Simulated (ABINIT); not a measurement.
# CsH (F-43m): phonons by linear response, part 3 of 3

Wanted: phonon bands, density of states and zone-centre response of CsH (F-43m).

ABINIT 10.8.3; DFT LDA, scalar-relativistic, plane waves, PseudoDojo norm-conserving pseudopotentials.

So far. Step 7 (Zone-centre response): The acoustic modes at Γ come out as far as 0.1 cm⁻¹ from zero, where they should vanish, a small numerical error; the Born charges miss their sum rule by 8.0e-5 e, which is good. Step 8 (Zone-centre analysis): The rule moves no optical mode by more than 0.1 cm⁻¹. The relaxed cell has a = 6.685 Å (conventional setting).

The structure was built from a prototype and need not be the compound's stable phase.

## 10. Dispersion

anaddb transforms the dynamical matrices to force constants, with the dipole-dipole part treated apart, and back along the path; points of the mesh come back as solved, but for the sum rule and, in polar crystals, the LO-TO term at Γ; the rest is interpolation.

The input, anaddb.abi:

```
ddb_filepath "all_DDB"
output_file "anaddb.abo"
outdata_prefix "anaddb"
ifcflag 1
ngqpt 2 2 2
nqshft 1
q1shft 0.0 0.0 0.0
asr 1
chneut 1
dipdip 1
dipquad 0
quadquad 0
enunit 0
eivec 0
nph1l 62
qph1l 
    -5.0d-06 -5.0d-06 0.0 1.0
    -0.05 -0.05 0.0 1.0
    -0.1 -0.1 0.0 1.0
    -0.15 -0.15 0.0 1.0
    -0.2 -0.2 0.0 1.0
    -0.25 -0.25 0.0 1.0
    -0.3 -0.3 0.0 1.0
    -0.35 -0.35 0.0 1.0
    -0.4 -0.4 0.0 1.0
    -0.45 -0.45 0.0 1.0
    -0.5 -0.5 0.0 1.0
    -0.4875 -0.4875 0.025 1.0
    -0.475 -0.475 0.05 1.0
    -0.4625 -0.4625 0.075 1.0
    -0.45 -0.45 0.1 1.0
    -0.4375 -0.4375 0.125 1.0
    -0.425 -0.425 0.15 1.0
    -0.4125 -0.4125 0.175 1.0
    -0.4 -0.4 0.2 1.0
    -0.3875 -0.3875 0.225 1.0
    -0.375 -0.375 0.25 1.0
    -0.375 0.0 0.375 1.0
    -0.3375 0.0 0.3375 1.0
    -0.3 0.0 0.3 1.0
    -0.2625 0.0 0.2625 1.0
    -0.225 0.0 0.225 1.0
    -0.1875 0.0 0.1875 1.0
    -0.15 0.0 0.15 1.0
    -0.1125 0.0 0.1125 1.0
    -0.075 0.0 0.075 1.0
    -0.0375 0.0 0.0375 1.0
    0.0 0.0 5.0d-06 1.0
    0.0 0.0 0.05 1.0
    0.0 0.0 0.1 1.0
    0.0 0.0 0.15 1.0
    0.0 0.0 0.2 1.0
    0.0 0.0 0.25 1.0
    0.0 0.0 0.3 1.0
    0.0 0.0 0.35 1.0
    0.0 0.0 0.4 1.0
    0.0 0.0 0.45 1.0
    0.0 0.0 0.5 1.0
    -0.05 -0.025 0.475 1.0
    -0.1 -0.05 0.45 1.0
    -0.15 -0.075 0.425 1.0
    -0.2 -0.1 0.4 1.0
    -0.25 -0.125 0.375 1.0
    -0.3 -0.15 0.35 1.0
    -0.35 -0.175 0.325 1.0
    -0.4 -0.2 0.3 1.0
    -0.45 -0.225 0.275 1.0
    -0.5 -0.25 0.25 1.0
    -0.5 -0.275 0.225 1.0
    -0.5 -0.3 0.2 1.0
    -0.5 -0.325 0.175 1.0
    -0.5 -0.35 0.15 1.0
    -0.5 -0.375 0.125 1.0
    -0.5 -0.4 0.1 1.0
    -0.5 -0.425 0.075 1.0
    -0.5 -0.45 0.05 1.0
    -0.5 -0.475 0.025 1.0
    -0.5 -0.5 0.0 1.0
```

The input, mrgddb.in:

```
all_DDB
merged
3
dfpt_gammao_DS2_DDB
dfpt_qo_DS1_DDB
dfpt_qo_DS2_DDB
```

The run is started by

```console
mrgddb < mrgddb.in > mrgddb.log
OMP_NUM_THREADS=1 anaddb anaddb.abi > anaddb.log
```

anaddb.abo, the main output file:

```text
[banners, grids, parts of the stress and lines that vanish by symmetry left out]
-outvars_anaddb: echo values of input variables ----------------------

 Flags :
[...]
Dielectric Tensor and Effective Charges
[...]
Effective charge tensors after
[...]
Phonon wavevector (reduced coordinates) : -0.00000 -0.00000  0.00000
 Phonon energies in Hartree :
[...]
Phonon frequencies in cm-1    :
-  0.000000E+00  0.000000E+00  0.000000E+00  5.415958E+02  5.415958E+02
-  7.194895E+02
[...]
Phonon wavevector (reduced coordinates) : -0.05000 -0.05000  0.00000
 Phonon energies in Hartree :
[...]
Phonon frequencies in cm-1    :
-  3.680886E+00  3.680886E+00  9.713460E+00  5.406667E+02  5.406667E+02
-  7.188291E+02
[...]
Phonon wavevector (reduced coordinates) : -0.10000 -0.10000  0.00000
 Phonon energies in Hartree :
[...]
Phonon frequencies in cm-1    :
-  7.402481E+00  7.402481E+00  1.921248E+01  5.380364E+02  5.380364E+02
-  7.169354E+02
[...]
Phonon wavevector (reduced coordinates) : -0.15000 -0.15000  0.00000
 Phonon energies in Hartree :
[...]
Phonon frequencies in cm-1    :
-  1.117826E+01  1.117826E+01  2.828048E+01  5.341375E+02  5.341375E+02
-  7.140541E+02
[...]
Phonon wavevector (reduced coordinates) : -0.20000 -0.20000  0.00000
 Phonon energies in Hartree :
[...]
Phonon frequencies in cm-1    :
-  1.497077E+01  1.497077E+01  3.669939E+01  5.295757E+02  5.295757E+02
-  7.105417E+02
  Phonon wavevector (reduced coordinates) : -0.25000 -0.25000  0.00000
 Phonon energies in Hartree :
[...]
Phonon frequencies in cm-1    :
-  1.867753E+01  1.867753E+01  4.425444E+01  5.249891E+02  5.249891E+02
-  7.068022E+02
  Phonon wavevector (reduced coordinates) : -0.30000 -0.30000  0.00000
 Phonon energies in Hartree :
[...]
Phonon frequencies in cm-1    :
-  2.213333E+01  2.213333E+01  5.074320E+01  5.209108E+02  5.209108E+02
-  7.032246E+02
  Phonon wavevector (reduced coordinates) : -0.35000 -0.35000  0.00000
 Phonon energies in Hartree :
[...]
Phonon frequencies in cm-1    :
-  2.513175E+01  2.513175E+01  5.598645E+01  5.176791E+02  5.176791E+02
-  7.001358E+02
  Phonon wavevector (reduced coordinates) : -0.40000 -0.40000  0.00000
 Phonon energies in Hartree :
[...]
Phonon frequencies in cm-1    :
-  2.746025E+01  2.746025E+01  5.983812E+01  5.154230E+02  5.154230E+02
-  6.977779E+02
  Phonon wavevector (reduced coordinates) : -0.45000 -0.45000  0.00000
 Phonon energies in Hartree :
[...]
Phonon frequencies in cm-1    :
-  2.893775E+01  2.893775E+01  6.219180E+01  5.141207E+02  5.141207E+02
-  6.963074E+02
  Phonon wavevector (reduced coordinates) : -0.50000 -0.50000  0.00000
 Phonon energies in Hartree :
[...]
Phonon frequencies in cm-1    :
-  2.944418E+01  2.944418E+01  6.298345E+01  5.136987E+02  5.136987E+02
-  6.958085E+02
  Phonon wavevector (reduced coordinates) : -0.48750 -0.48750  0.02500
 Phonon energies in Hartree :
[...]
Phonon frequencies in cm-1    :
-  2.939874E+01  2.982105E+01  6.294249E+01  5.137830E+02  5.142728E+02
-  6.952452E+02
  Phonon wavevector (reduced coordinates) : -0.47500 -0.47500  0.05000
 Phonon energies in Hartree :
[...]
Phonon frequencies in cm-1    :
-  2.926275E+01  3.090394E+01  6.282029E+01  5.140347E+02  5.159829E+02
-  6.935638E+02
  Phonon wavevector (reduced coordinates) : -0.46250 -0.46250  0.07500
 Phonon energies in Hartree :
[...]
Phonon frequencies in cm-1    :
-  2.903721E+01  3.256676E+01  6.261899E+01  5.144500E+02  5.187927E+02
-  6.907899E+02
[...]
-  1.266545E+01  1.266545E+01  6.804117E+01  5.319023E+02  5.319023E+02
-  6.677977E+02
  Phonon wavevector (reduced coordinates) : -0.05000 -0.02500  0.47500
 Phonon energies in Hartree :
[...]
Phonon frequencies in cm-1    :
-  1.308776E+01  1.524328E+01  6.783162E+01  5.316994E+02  5.339458E+02
-  6.661641E+02
  Phonon wavevector (reduced coordinates) : -0.10000 -0.05000  0.45000
 Phonon energies in Hartree :
[...]
Phonon frequencies in cm-1    :
-  1.433935E+01  2.090045E+01  6.720951E+01  5.311028E+02  5.397910E+02
-  6.614426E+02
  Phonon wavevector (reduced coordinates) : -0.15000 -0.07500  0.42500
 Phonon energies in Hartree :
[...]
Phonon frequencies in cm-1    :
-  1.636879E+01  2.725201E+01  6.619579E+01  5.301455E+02  5.486517E+02
-  6.541488E+02
  Phonon wavevector (reduced coordinates) : -0.20000 -0.10000  0.40000
 Phonon energies in Hartree :
[...]
Phonon frequencies in cm-1    :
-  1.908382E+01  3.325345E+01  6.483163E+01  5.288770E+02  5.594184E+02
-  6.450718E+02
  Phonon wavevector (reduced coordinates) : -0.25000 -0.12500  0.37500
 Phonon energies in Hartree :
[...]
Phonon frequencies in cm-1    :
-  2.235823E+01  3.841551E+01  6.319411E+01  5.273616E+02  5.708701E+02
-  6.351794E+02
  Phonon wavevector (reduced coordinates) : -0.30000 -0.15000  0.35000
 Phonon energies in Hartree :
[...]
Phonon frequencies in cm-1    :
[...]
Phonon wavevector (reduced coordinates) : -0.50000 -0.47500  0.02500
 Phonon energies in Hartree :
[...]
Phonon frequencies in cm-1    :
-  2.973336E+01  2.981722E+01  6.290163E+01  5.138820E+02  5.148304E+02
-  6.946829E+02
  Phonon wavevector (reduced coordinates) : -0.50000 -0.50000  0.00000
 Phonon energies in Hartree :
[...]
Phonon frequencies in cm-1    :
-  2.944418E+01  2.944418E+01  6.298345E+01  5.136987E+02  5.136987E+02
-  6.958085E+02
-
```

The job ended after 0.57 s (1 thread of Arm Neoverse V2, shared host).

This step gave:

```
lowest frequency on the path : 0 cm⁻¹
```

Anaddb, dipole-dipole term. The phonon branches at the labelled points (cm⁻¹):

```csv
point,branch 1,branch 2,branch 3,branch 4,branch 5,branch 6
Γ,0,0,0,542,542,720
halfway,19,19,44,525,525,707
X,29,29,63,514,514,696
halfway,28,37,62,516,528,682
U,25,48,60,521,562,646
jump to K,25,48,60,521,562,646
halfway,10,33,47,539,540,679
Γ,0,0,0,542,542,720
halfway,9,9,47,537,537,694
L,13,13,68,532,532,668
halfway,22,38,63,527,571,635
W,41,42,58,521,604,605
halfway,35,36,61,517,540,669
X,29,29,63,514,514,696
```

The phonon branches as a text plot (rows in cm⁻¹):

```
    705 |**************          ************                  **
    675 |              **      **            *******          *
    645 |                **  **                     ***     **
    615 |                  **                          *****
    585 |                  **                         ***  *
    555 |**              **  *************         ***      **
    525 |  **************************     ***********************
    495 |
    465 |
    435 |
    405 |
    375 |
    345 |
    315 |
    285 |
    255 |
    225 |
    195 |
    165 |
    135 |
    105 |
     75 |           ******                    **********     ****
     45 |    *******  **************      ****       ***********
     15 |***********************************************        *
         Γ           X  U|K            Γ         L        W     X
```

All branches are real along the path.

## 11. Sums over the zone

Sums over the zone need many more wavevectors than were solved, so the interpolation is sampled on a dense mesh.

The input, anaddb.abi:

```
ddb_filepath "all_DDB"
output_file "anaddb.abo"
outdata_prefix "anaddb"
ifcflag 1
ngqpt 2 2 2
nqshft 1
q1shft 0.0 0.0 0.0
asr 1
chneut 1
dipdip 1
dipquad 0
quadquad 0
prtdos 2
ng2qpt 12 12 12
dosdeltae 4.5563e-06
ntemper 11
temperinc 100.0
tempermin 0.0
```

The run is started by

```console
OMP_NUM_THREADS=1 anaddb anaddb.abi > anaddb.log
```

anaddb.abo, the main output file:

```text
-outvars_anaddb: echo values of input variables ----------------------

 Flags :
     ifcflag         1
 Miscellaneous information :
         asr         1
 Interatomic Force Constants Inputs :
      dipdip         1
     dipquad         0
    quadquad         0
      ifcana         0
      ifcout         0
 Description of grid 1 :
        brav         1
       ngqpt         2         2         2
      nqshft         1
      q1shft
                     0.00000000E+00  0.00000000E+00  0.00000000E+00
 Phonon DOS information :
   dosdeltae  4.55630000E-06
    dossmear  4.55633525E-06
 Description of grid 2 (Fourier interp. or BZ sampling):
      ng2qpt        12        12        12
      ngrids         4
      q2shft         0.00000000E+00  0.00000000E+00  0.00000000E+00

================================================================================

 read the DDB information and perform some checks

  ==== Info on the Cryst% object ====
 Real(R)+Recip(G) space primitive vectors, cartesian coordinates (Bohr,Bohr^-1):
 R(1)=  0.0000000  6.3166634  6.3166634  G(1)= -0.0791557  0.0791557  0.0791557
 R(2)=  6.3166634  0.0000000  6.3166634  G(2)=  0.0791557 -0.0791557  0.0791557
 R(3)=  6.3166634  6.3166634  0.0000000  G(3)=  0.0791557  0.0791557 -0.0791557
 Unit cell volume ucvol=  5.0407272E+02 bohr^3
 Angles (23,13,12)=  6.00000000E+01  6.00000000E+01  6.00000000E+01 degrees
 Time-reversal symmetry is present
 Reduced atomic positions [iatom, xred, symbol]:
    1)    0.0000000  0.0000000  0.0000000  Cs
    2)    0.2500000  0.2500000  0.2500000   H

 DDB file with 3 blocks has been read.

================================================================================

 Dielectric Tensor and Effective Charges

 anaddb : Zero the imaginary part of the Dynamical Matrix at Gamma,
   and impose the ASR on the effective charges

 The violation of the charge neutrality conditions
 by the effective charges is as follows :
    atom        electric field
 displacement     direction
       1               1        0.000080        0.000000
       1               2        0.000000        0.000000
       1               3        0.000000        0.000000
       2               1        0.000000        0.000000
       2               2        0.000080        0.000000
       2               3       -0.000000        0.000000
       3               1       -0.000000        0.000000
       3               2       -0.000000        0.000000
       3               3        0.000080        0.000000

 Effective charge tensors after
 imposition of the charge neutrality (if requested by user),
 and eventual restriction to some part :
   atom    displacement
         1         1    9.890614E-01    1.989970E-16    1.993119E-16
         1         2    1.989970E-16    9.890614E-01   -1.986821E-16
         1         3   -1.989970E-16   -1.989970E-16    9.890614E-01
         2         1   -9.890614E-01   -1.989970E-16   -1.993119E-16
         2         2   -1.989970E-16   -9.890614E-01    1.986821E-16
         2         3    1.989970E-16    1.989970E-16   -9.890614E-01
 Now, the imaginary part of the dynamical matrix is zeroed

================================================================================

 Calculation of the interatomic forces

       Homogeneous q point set in the B.Z.
 Grid q points  :        8
  1)   0.00000000E+00  0.00000000E+00  0.00000000E+00
  2)   5.00000000E-01  0.00000000E+00  0.00000000E+00
  3)   0.00000000E+00  5.00000000E-01  0.00000000E+00
  4)   5.00000000E-01  5.00000000E-01  0.00000000E+00
  5)   0.00000000E+00  0.00000000E+00  5.00000000E-01
  6)   5.00000000E-01  0.00000000E+00  5.00000000E-01
  7)   0.00000000E+00  5.00000000E-01  5.00000000E-01
  8)   5.00000000E-01  5.00000000E-01  5.00000000E-01

 The interatomic forces have been obtained

================================================================================

 Calculation of phonon density of states

 Average speed of sound partial sums:     0.5190589412E-03 (at units)
-                                   =           1.1355 [km/s]

 Debye frequency from partial sums:     0.2542158354E-03 (Ha)
-                                 =     0.1672659845E+01 (THz)
-Debye temperature from partial sums:     0.8027501173E+02 (K)

 Average speed of sound:     0.3113195283E-03 (at units)
-                      =           0.6811 [km/s]

 Debye frequency from DOS:     0.1524727689E-03 (Ha)
-                        =     0.1003222626E+01 (THz)
-Debye temperature from DOS:     0.4814709237E+02 (K)

-
```

Run time: 1.1 s. Hardware: 1 thread.

This step gave:

```yaml
share_of_modes_beyond_3i_cm_minus1_on_the_dense_interpolated_mesh: 0
zero_point_energy_per_atom: 57.27 meV
heat_capacity_at_300_k: 19.25 J/(mol atoms K)
vibrational_entropy_at_300_k: 39.10 J/(mol atoms K)
```

The phonon density of states has structure finer than the step of the table below, so its rows give means over 20 cm⁻¹, whole bins alone (the curve runs from -30 to 725 cm⁻¹). Peaks (cm⁻¹: height): 25.0: 0.0682, 60.0: 0.109, 530.0: 0.0721, 665.0: 0.0148.

Tetrahedra. Table of phonon density of states by wavenumber; means over each step:

```
wavenumber (cm⁻¹)  phonon density of states (1/cm⁻¹/cell)
              -20                                       0
                0                                 0.00488
               20                                  0.0591
               40                                  0.0446
               60                                  0.0422
               80                                       0
              100                                       0
              120                                       0
              140                                       0
              160                                       0
              180                                       0
              200                                       0
              220                                       0
              240                                       0
              260                                       0
              280                                       0
              300                                       0
              320                                       0
              340                                       0
              360                                       0
              380                                       0
              400                                       0
              420                                       0
              440                                       0
              460                                       0
              480                                       0
              500                                       0
              520                                  0.0364
              540                                  0.0419
              560                                  0.0132
              580                                 0.00794
              600                                  7.0e-4
              620                                 0.00467
              640                                  0.0110
              660                                  0.0139
              680                                  0.0121
              700                                 0.00737
```

Harmonic thermodynamic functions per atom, summed over the density of states scaled to three modes an atom; melting is ignored. Thermodynamic functions:

```csv
T (K),F_vib (meV/atom),S (J/mol-atom/K),C_V (J/mol-atom/K)
0,57.27,0,0
50,53.69,14.2,11.24
100,44,22.41,12.4
200,15.46,31.97,15.92
300,-21.5,39.1,19.25
400,-65.15,44.94,21.23
500,-114.3,49.81,22.39
600,-168.2,53.96,23.09
700,-226,57.56,23.55
800,-287.3,60.72,23.86
900,-351.7,63.55,24.07
1000,-418.9,66.09,24.23
```

At 300 K the heat capacity has reached 77 % of the Dulong-Petit value.

## 12. What came out

| Quantity | Value |
| --- | --- |
| space group after relaxation | F-43m |
| volume per atom | 37.3 Å³ |
| highest optical zone-centre mode (no LO-TO term) | 541.6 cm⁻¹ |
| highest mode moved by the LO-TO term | 719.5 cm⁻¹ |
| mean high-frequency dielectric constant | 2.87 |
| largest Born charge in size (third of the trace) | 0.989 e |
| mean static dielectric constant | 5.07 |
| q mesh | 2×2×2 |
| lowest mode on the q mesh (acoustic ones at the zone centre apart) | 12.7 cm⁻¹ |
| zero-point energy per atom | 57.3 meV |
| heat capacity at 300 K | 19.2 J/(mol atoms K) |
| vibrational entropy at 300 K | 39.1 J/(mol atoms K) |
| imaginary modes on the q mesh | none |

What this shows: CsH (F-43m) is dynamically stable on the 2×2×2 mesh; its spectrum reaches 720 cm⁻¹. At the LDA level the optical modes of CsH (F-43m) at the zone centre (no LO-TO term) lie at 542 cm⁻¹. Along the directions run, the highest mode that the macroscopic field moves lies at 719 cm⁻¹. Lattice motion raises the mean dielectric constant from 2.872 to 5.068. The Lyddane-Sachs-Teller relation holds: (ωLO/ωTO)² is 1.76 and ε₀/ε∞ is 1.76. These are harmonic frequencies at zero temperature: anharmonic shifts and linewidths and thermal expansion are left out. Spin-orbit coupling is left out, which can matter for the heavy elements here. The structure is a hypothetical one, built on a prototype.

[Host names and launcher messages were left out of these logs when they were recorded.]

[Logs are printed without paths, hosts, clocks, repeated set-up lines and the standing remarks that a program may print on its own settings, such as how far it seeks lower states.]

[Hosts, paths, dates, database ids (printed as entryN), source tags and the programs' standing remarks are cut or masked in the printed files.]
